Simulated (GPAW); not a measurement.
# Core-hole calculation of the Ag L₃ edge in ZnAg (Pm-3m)

Aim: the near-edge shape at the Ag L₃ edge of ZnAg (Pm-3m), and what the core hole does to it.

Main program and level: GPAW 26.7.0; X-ray absorption from dipole matrix elements to empty bands, plane-wave PAW LDA.

## 1. Set-up

The structure is cubic, space group Pm-3m (No. 221). Conventional cell: a = 3.156 Å, b = 3.156 Å, c = 3.156 Å, α = 90.00°, β = 90.00°, γ = 90.00°. Ag has 8 Zn at 2.73 Å nearest. Nearest to Zn lie 8 Ag at 2.73 Å. Farther neighbours are not listed.

Coordinates:

```cif
data_structure
_symmetry_space_group_name_H-M 'Pm-3m'
_symmetry_Int_Tables_number 221
_cell_length_a 3.1560
_cell_length_b 3.1560
_cell_length_c 3.1560
_cell_angle_alpha 90.000
_cell_angle_beta 90.000
_cell_angle_gamma 90.000
_cell_volume 31.43
loop_
_atom_site_label
_atom_site_type_symbol
_atom_site_symmetry_multiplicity
_atom_site_Wyckoff_symbol
_atom_site_fract_x
_atom_site_fract_y
_atom_site_fract_z
_atom_site_occupancy
Ag1 Ag 1 a 0.00000 0.00000 0.00000 1
Zn1 Zn 1 b 0.50000 0.50000 0.50000 1
```

## 2. The field without a hole

A plain self-consistent run shows whether there is a gap, which decides the set-up of the core-hole run.

Input file scf.py:

```python
import numpy as np
from ase import Atoms
from ase.parallel import parprint, paropen
from gpaw import GPAW, PW, FermiDirac, Mixer, MixerDif, setup_paths
from gpaw.test import gen
setup_paths.insert(0, '.')
gen('Ag', name='nch2p', xcname='LDA', corehole=(2, 1, 0), write_xml=True)
from gpaw.mpi import world
world.barrier()

atoms = Atoms('AgZn',
    cell=[[3.156, 0, 0],
     [0, 3.156, 0],
     [0, 0, 3.156]],
    scaled_positions=[[0, 0, 0],
     [0.5, 0.5, 0.5]],
    pbc=True)
atoms.calc = calc = GPAW(legacy_gpaw=True, mode=PW(430, force_complex_dtype=True), xc='LDA', setups={0: 'nch2p'},
    kpts={'size': (8, 8, 8), 'gamma': True}, occupations=FermiDirac(0.05),
    charge=0, mixer=Mixer(0.1, 5, 50), maxiter=150,
    convergence={'density': 0.0001, 'eigenstates': 1e-6}, txt='scf.txt')
energy = atoms.get_potential_energy() + calc.get_reference_energy()
ef = calc.get_fermi_level()
out = dict(energy=energy, fermi=ef, forces=atoms.get_forces().tolist())
parprint(f'all-electron energy {energy:.4f} eV, Fermi level {ef:.4f} eV')
ev = np.array([[calc.get_eigenvalues(k, s) for k in range(len(calc.get_ibz_k_points()))] for s in range(calc.get_number_of_spins())])
out['homo'], out['lumo'], out['counts'] = ev[ev < ef].max(), ev[ev > ef].min(), sorted(set((ev < ef).sum((0, 2)).tolist()))
out['filled'] = (ev[:, 0] < ef).sum(1).tolist()
import json
with paropen('out.json', 'w') as f:
    json.dump(out, f)
```

Launch:

```console
> OMP_NUM_THREADS=1 mpirun -n 4 gpaw python scf.py
```

Numbers of over 12 decimals in the logs are rounded to 6 here.

The program printed:

```text
Input parameters:
  convergence: {density: 0.0001,
                eigenstates: 1e-06}
  kpts: {gamma: True,
         size: (8, 8, 8)}
  maxiter: 150
  mixer: {backend: pulay,
          beta: 0.1,
          method: separate,
          nmaxold: 5,
          weight: 50}
  mode: {ecut: 430.0,
         force_complex_dtype: True,
         name: pw}
  occupations: {fixmagmom: False,
                name: fermi-dirac,
                width: 0.05}
  setups: {0: nch2p}

Initialize ...

[... PAW data sets ...]

Reference energy: -193252.433957  # eV

Spin-paired calculation

[... convergence settings ...]
Symmetries present (total): 48
  [... symmetry matrices ...]

512 k-points: 8 x 8 x 8 Monkhorst-Pack grid + [1/16,1/16,1/16]
35 k-points in the irreducible part of the Brillouin zone
       k-points in crystal coordinates                weights
   0:     0.00000000    0.00000000    0.00000000          1/512
   1:     0.12500000    0.00000000    0.00000000          6/512
   2:     0.12500000    0.12500000    0.00000000         12/512
   3:     0.12500000    0.12500000    0.12500000          8/512
   4:     0.25000000    0.00000000    0.00000000          6/512
   5:     0.25000000    0.12500000    0.00000000         24/512
   6:     0.25000000    0.12500000    0.12500000         24/512
   7:     0.25000000    0.25000000    0.00000000         12/512
   8:     0.25000000    0.25000000    0.12500000         24/512
   9:     0.25000000    0.25000000    0.25000000          8/512
          ...
  34:     0.50000000    0.50000000    0.50000000          1/512

Wave functions: Plane wave expansion
  Cutoff energy: 430.000 eV
  Number of coefficients (min, max): 619, 651
  Pulay-stress correction: 0.000000 eV/Ang^3 (de/decut=0.000000)
  Using FFTW library
  Wavefunction extrapolation:
    Improved wavefunction reuse through dual PAW basis

Occupation numbers: Fermi-Dirac:
  width: 0.0500  # eV

Eigensolver
   Davidson(niter=2)

Densities:
  Coarse grid: 16*16*16 grid
  Fine grid: 32*32*32 grid
  Total Charge: 0.000000

Density mixing:
  Method: separate
  Backend: pulay
  Linear mixing parameter: 0.1
  old densities: 5
  Width of damping distribution: 1.1
  Damping of long wavelength oscillations: 50

[... Hamiltonian set-up ...]
Number of atoms: 2
Number of atomic orbitals: 21
Number of bands in calculation: 21
Number of valence electrons: 29
Bands to converge: occupied

... initialized

Initializing position-dependent things.

Density initialized from atomic densities
Creating initial wave functions:
  21 bands from LCAO basis set

Positions:
   0 Ag     0.000000    0.000000    0.000000    ( 0.0000,  0.0000,  0.0000)
   1 Zn     1.578000    1.578000    1.578000    ( 0.0000,  0.0000,  0.0000)

Unit cell:
           periodic     x           y           z      points  spacing
  1. axis:    yes    3.156000    0.000000    0.000000    16     0.1973
  2. axis:    yes    0.000000    3.156000    0.000000    16     0.1973
  3. axis:    yes    0.000000    0.000000    3.156000    16     0.1973

  Lengths:   3.156000   3.156000   3.156000
  Angles:   90.000000  90.000000  90.000000

Effective grid spacing dv^(1/3) = 0.1973

iter:   1    -6.383496
iter:   2    -6.228374   -1.51  -1.47
iter:   3    -5.988586   -1.79  -1.52
iter:   4    -6.013210   -3.09  -1.93
iter:   5    -5.969740   -2.24  -1.95
iter:   6    -5.966687   -4.01  -2.54
iter:   7    -5.957821c  -2.80  -2.92
iter:   8    -5.955260c  -3.70  -3.09
iter:   9    -5.957481c  -3.80  -3.52
iter:  10    -5.955134c  -3.82  -3.37
iter:  11    -5.955137c  -5.44  -4.52c
iter:  12    -5.955138c  -6.90c -4.49c

Converged after 12 iterations.

Dipole moment: (-0.000000, -0.000000, -0.000000) |e|*Ang

Energy contributions relative to reference atoms: (reference = -193252.433957)

Kinetic:         -6.538126
Potential:       +6.465237
External:        +0.000000
XC:              -6.052842
Entropy (-ST):   -0.002305
Local:           +0.171745
SIC:             +0.000000
--------------------------
Free energy:     -5.956291
Extrapolated:    -5.955138

Showing only first 2 kpts
 Kpt  Band  Eigenvalues  Occupancy
  0    12      3.34392    2.00000
  0    13      3.34392    2.00000
  0    14     12.85520    0.00000
  0    15     12.85520    0.00000

  1    12      3.20986    2.00000
  1    13      3.32443    2.00000
  1    14     11.09772    0.00000
  1    15     13.28789    0.00000

Fermi level: 7.39848

No gap
No difference between direct/indirect transitions

Forces in eV/Ang:
  0 Ag    0.00000    0.00000    0.00000
  1 Zn    0.00000   -0.00000    0.00000
Scalar-relativistic atomic LDA calculation for Ag (Silver, Z=47)
Core hole in 2p state (2p occupation: 6.0)
750 radial gridpoints.
|------------------------------------------------|
|------------------------------------------------|
[... the atom generator's iteration count ...]

Energy contributions:
-------------------------
Kinetic:    +5510.000836
XC:          -144.101411
Potential: -10674.873107
-------------------------
Total:      -5308.973682

state      eigenvalue         ekin         rmax
-----------------------------------------------
1s^2.0 :  -928.776947  1179.357643        0.020
2s^2.0 :  -136.824728   242.894140        0.114
2p^6.0 :  -122.903624   232.029195        0.091
3s^2.0 :   -25.066491    67.390895        0.333
3p^6.0 :   -20.478896    62.614659        0.326
3d^10.0:   -13.189680    56.492786        0.273
4s^2.0 :    -3.490816    17.123243        0.822
4p^6.0 :    -2.156374    14.169811        0.875
4d^10.0:    -0.281652     7.720670        1.037
5s^1.0 :    -0.173029     1.452445        2.486
5p^0.0 :    -0.031010     0.511555        3.670
-----------------------------------------------
(units: Bohr and Hartree)

Generating PAW setup
Kinetic energy of the core from tauc = 5480.834994470322
Cutoffs:
rc(s)=2.430
rc(p)=2.510
rc(d)=2.230
rc(vbar)=2.460
rc(comp)=2.370
rc(nct)=2.510

Kinetic energy of the core states: 5346.322821
Charge: 0.0
Core electrons: 30.0
Valence electrons: 17.0
Pseudo-core charge: 0.069447
Shape function alpha=1.780
Pseudo-electron charge 6.189384
state    eigenvalue         norm
--------------------------------
5s(1) :    -0.173029     1.052842
*s    :     0.826971
4p(6) :    -2.156374     0.098157
5p(0) :    -0.031010     1.000632
4d(10):    -0.281652     0.447815
*d    :     0.718348
--------------------------------

Diagonalizing with gridspacing h=0.050

state   all-electron     PAW
-------------------------------
5s:      -0.173029    -0.173164
4p:      -2.156374    -2.156890
4d:      -0.281652    -0.282465
*f:                    0.070818
-------------------------------
all-electron energy -193258.3891 eV, Fermi level 7.3985 eV
```

It took 5.5 s on 4 MPI ranks of Intel Xeon Platinum 8488C (Sapphire Rapids), shared host; peak memory 0.17 GiB; 21 s of CPU time.

The mesh shows no gap, so the system is treated as a metal and the core electron is put at the Fermi level (neutral cell).

## 3. Spectrum without a core hole, Ag atom 1

Without a hole the spectrum is the empty density of states of the right symmetry on the absorber, weighted by matrix elements. It needs only the small cell and serves as the baseline. The data set with a hole of occupation 0 only carries the core orbital.

The absorber has 8 Zn at 2.73 Å and 6 Ag at 3.16 Å (cube and octahedron, as in bcc, site symmetry m-3m).

Input file xas.py:

```python
import numpy as np
from ase import Atoms
from ase.parallel import parprint, paropen
from gpaw import GPAW, PW, FermiDirac, Mixer, MixerDif, setup_paths
from gpaw.test import gen
setup_paths.insert(0, '.')
gen('Ag', name='nch2p', xcname='LDA', corehole=(2, 1, 0), write_xml=True)
from gpaw.mpi import world
world.barrier()

atoms = Atoms('AgZn',
    cell=[[3.156, 0, 0],
     [0, 3.156, 0],
     [0, 0, 3.156]],
    scaled_positions=[[0, 0, 0],
     [0.5, 0.5, 0.5]],
    pbc=True)
atoms.calc = calc = GPAW(legacy_gpaw=True, mode=PW(430, force_complex_dtype=True), xc='LDA', setups={0: 'nch2p'},
    kpts={'size': (11, 11, 11), 'gamma': True}, occupations=FermiDirac(0.1),
    charge=0, mixer=Mixer(0.1, 5, 50), maxiter=150,
    convergence={'density': 0.0001, 'eigenstates': 1e-6}, txt='scf.txt')
energy = atoms.get_potential_energy() + calc.get_reference_energy()
ef = calc.get_fermi_level()
out = dict(energy=energy, fermi=ef, forces=atoms.get_forces().tolist())
parprint(f'all-electron energy {energy:.4f} eV, Fermi level {ef:.4f} eV')
ev = np.array([[calc.get_eigenvalues(k, s) for k in range(len(calc.get_ibz_k_points()))] for s in range(calc.get_number_of_spins())])
out['homo'], out['lumo'], out['counts'] = ev[ev < ef].max(), ev[ev > ef].min(), sorted(set((ev < ef).sum((0, 2)).tolist()))
out['filled'] = (ev[:, 0] < ef).sum(1).tolist()

from ase.units import Ha
from gpaw.xas import dipole_matrix_elements
nb = int(calc.get_number_of_electrons() / 2) + 22
top = nb
nscf = calc.fixed_density(kpts={'size': (8, 8, 8), 'gamma': True},
    convergence={'eigenstates': 1.0}, txt='nscf.txt')
nscf.diagonalize_full_hamiltonian(nbands=nb)
cell = atoms.cell.array
ops = [cell.T @ U.T @ np.linalg.inv(cell.T) for U in nscf.wfs.kd.symmetry.op_scc]
E = np.arange(-25, 34, 0.1)
fwhm = np.interp(E, [4, 25], [2.4, 3.5])
Y, X, zero, highest = 0, 0, 1e9, 1e9
for spin in range(nscf.get_number_of_spins()):
    wfs = nscf.wfs
    mine = wfs.bd.get_slice()  # this rank's bands
    A = dipole_matrix_elements(wfs.setups[0])
    eps = np.zeros((wfs.kd.nibzkpts, nb))
    d = np.zeros((3, A.shape[1], wfs.kd.nibzkpts, nb), complex)
    for kpt in wfs.kpt_u:
        if kpt.s == spin and 0 in kpt.P_ani:
            eps[kpt.k, mine] = kpt.eps_n * Ha
            d[:, :, kpt.k, mine] = (kpt.weight * wfs.nspins / 2) ** 0.5 * np.inner(A, kpt.P_ani[0])
    world.sum(eps)
    world.sum(d)
    T = np.einsum('amkn,bmkn->abkn', d, d.conj()).real
    T = sum(np.einsum('ai,ijkn,bj->abkn', R, T, R) for R in ops) / len(ops)
    empty = eps > ef
    zero, highest = min(zero, eps[empty].min()), min(highest, eps[:, top - 1].min())
    lines = [(eps, T, empty)] if spin == 0 else lines + [(eps, T, empty)]
for eps, T, empty in lines:
    f = np.einsum('aakn->akn', T).reshape(3, -1)
    x = eps.ravel() - zero
    w = np.interp(x, E, fwhm) / 2.35482
    g = np.exp(-0.5 * ((E[:, None] - x) / w) ** 2) / (w * (2 * np.pi) ** 0.5)
    Y = Y + (f * empty.ravel()) @ g.T
    X = X + (f * ~empty.ravel()) @ g.T
out.update(E=E.round(2).tolist(), xas=Y.tolist(), xes=X.tolist(), zero=zero, valid=highest - zero, nk=len(eps), nb=nb)
for i in range(0, len(E), 10):
    parprint(f'{E[i]:7.2f}', *(f'{v:10.3e}' for v in Y[:, i]))
import json
with paropen('out.json', 'w') as f:
    json.dump(out, f)
```

Launch:

```console
> OMP_NUM_THREADS=1 mpirun -n 4 gpaw python xas.py
```

The program printed:

```text
Input parameters:
  convergence: {density: 0.0001,
                eigenstates: 1e-06}
  kpts: {gamma: True,
         size: (11, 11, 11)}
  maxiter: 150
  mixer: {backend: pulay,
          beta: 0.1,
          method: separate,
          nmaxold: 5,
          weight: 50}
  mode: {ecut: 430.0,
         force_complex_dtype: True,
         name: pw}
  occupations: {fixmagmom: False,
                name: fermi-dirac,
[...]
*d    :     0.718348
--------------------------------

Diagonalizing with gridspacing h=0.050

state   all-electron     PAW
-------------------------------
5s:      -0.173029    -0.173164
4p:      -2.156374    -2.156890
4d:      -0.281652    -0.282465
*f:                    0.070818
-------------------------------
all-electron energy -193258.3772 eV, Fermi level 7.5655 eV
[...]
32.00  3.846e-06  3.846e-06  3.846e-06
  33.00  3.563e-06  3.563e-06  3.563e-06
[key lines of the parts left out:]
Converged after 11 iterations.
Dipole moment: (-0.000000, -0.000000, -0.000000) |e|*Ang
Free energy:     -5.951094
Fermi level: 7.56549
```

Elapsed: 11 s, on 4 MPI ranks; peak memory 0.23 GiB; 41 s of CPU time.

The Ag L₃ spectrum, Ag atom 1, no core hole (energy from the lowest empty level; intensity scaled to a mean of 1 over the first 20 eV):

```tsv
E (eV)	intensity
-2.00	0.04
-1.25	0.15
-0.50	0.40
0.25	0.76
1.00	1.09
1.75	1.26
2.50	1.25
3.25	1.18
4.00	1.15
4.75	1.15
5.50	1.15
6.25	1.12
7.00	1.06
7.75	0.96
8.50	0.88
9.25	0.86
10.00	0.88
10.75	0.88
11.50	0.86
12.25	0.86
13.00	0.89
13.75	0.86
14.50	0.79
15.25	0.74
16.00	0.79
16.75	0.91
17.50	1.04
18.25	1.16
19.00	1.22
19.75	1.24
20.50	1.22
21.25	1.20
22.00	1.18
22.75	1.16
23.50	1.12
24.25	1.09
25.00	1.07
25.75	1.05
26.50	1.03
27.25	1.02
28.00	1.03
28.75	1.05
29.50	1.07
30.25	1.08
31.00	1.06
31.75	1.00
```

Main maxima below 30 eV (height): 2.0 eV (1.27), 10.4 eV (0.89), 13.0 eV (0.89) and 19.6 eV (1.24). At an L edge the dipole rule selects empty d and s states; the absorber's d shell is nominally full, so the onset shows only d character mixed into the empty bands.

The same matrix elements for filled bands give the Ag L₃ emission of Ag atom 1 (ground-state approximation; energy from the lowest empty level, largest value 1):

```tsv
E (eV)	emission
-24.00	0.00
-23.25	0.00
-22.50	0.00
-21.75	0.00
-21.00	0.00
-20.25	0.00
-19.50	0.00
-18.75	0.00
-18.00	0.00
-17.25	0.00
-16.50	0.00
-15.75	0.00
-15.00	0.00
-14.25	0.00
-13.50	0.00
-12.75	0.00
-12.00	0.00
-11.25	0.00
-10.50	0.00
-9.75	0.02
-9.00	0.05
-8.25	0.12
-7.50	0.26
-6.75	0.54
-6.00	0.87
-5.25	0.99
-4.50	0.77
-3.75	0.41
-3.00	0.17
-2.25	0.09
-1.50	0.06
-0.75	0.04
0.00	0.02
0.75	0.01
1.50	0.00
2.25	0.00
3.00	0.00
```

Emission maxima: -5.4 eV (1.00).

## 4. Reference energy of the supercell

The photon energy needs a difference of total energies, so the cell and mesh of the coming hole run are first run without a hole.

scf.py: that of step 2 with these lines changed.

```diff
@@ -10,11 +10,17 @@
 
-atoms = Atoms('AgZn',
-    cell=[[3.156, 0, 0],
-     [0, 3.156, 0],
-     [0, 0, 3.156]],
+atoms = Atoms('Ag4Zn4',
+    cell=[[3.156, 3.156, 3.156],
+     [-3.156, 3.156, -3.156],
+     [-3.156, -3.156, 3.156]],
     scaled_positions=[[0, 0, 0],
-     [0.5, 0.5, 0.5]],
+     [0, 0.5, 0.5],
+     [0.5, 0, 0.5],
+     [0.5, 0.5, 0],
+     [0.5, 0, 0],
+     [0.5, 0.5, 0.5],
+     [0, 0, 0.5],
+     [0, 0.5, 0]],
     pbc=True)
 atoms.calc = calc = GPAW(legacy_gpaw=True, mode=PW(430, force_complex_dtype=True), xc='LDA', setups={0: 'nch2p'},
-    kpts={'size': (8, 8, 8), 'gamma': True}, occupations=FermiDirac(0.05),
+    kpts={'size': (6, 6, 6), 'gamma': True}, occupations=FermiDirac(0.1),
     charge=0, mixer=Mixer(0.1, 5, 50), maxiter=150,
```

Launch:

```console
> OMP_NUM_THREADS=1 mpirun -n 4 gpaw python scf.py
```

The program printed:

```text
Input parameters:
  convergence: {density: 0.0001,
                eigenstates: 1e-06}
  kpts: {gamma: True,
         size: (6, 6, 6)}
  maxiter: 150
  mixer: {backend: pulay,
          beta: 0.1,
          method: separate,
          nmaxold: 5,
          weight: 50}
  mode: {ecut: 430.0,
         force_complex_dtype: True,
         name: pw}
  occupations: {fixmagmom: False,
                name: fermi-dirac,
[...]
*s    :     0.826971
4p(6) :    -2.156374     0.098157
5p(0) :    -0.031010     1.000632
4d(10):    -0.281652     0.447815
*d    :     0.718348
--------------------------------

Diagonalizing with gridspacing h=0.050

state   all-electron     PAW
-------------------------------
5s:      -0.173029    -0.173164
4p:      -2.156374    -2.156890
4d:      -0.281652    -0.282465
*f:                    0.070818
-------------------------------
all-electron energy -773033.4265 eV, Fermi level 7.5965 eV
[key lines of the parts left out:]
Converged after 13 iterations.
Dipole moment: (0.000000, -0.000000, -0.000000) |e|*Ang
Free energy:    -23.733799
Fermi level: 7.59652
```

It took 20 s on 4 MPI ranks; peak memory 0.25 GiB.

Reference energy: -773033.426 eV with the cores included.

[end of part 1 of 2]

[Banner, clock and machine lines of the logs are left out without a mark of their own.]

[Logs are printed without paths, hosts, clocks, repeated set-up lines and the standing remarks that a program may print on its own settings, such as how far it seeks lower states.]

[Hosts, paths, dates, database ids (printed as entryN), source tags and the programs' standing remarks are cut or masked in the printed files.]

[Lists of maxima count a maximum above −3 eV only where it reaches 4 % of the highest in the window and stands out from its surroundings by 2 % of it (1.5 % where it reaches 55 %); shoulders and weaker maxima are passed over, and of the rest the first, up to two pre-edge ones and the few strongest are named.]
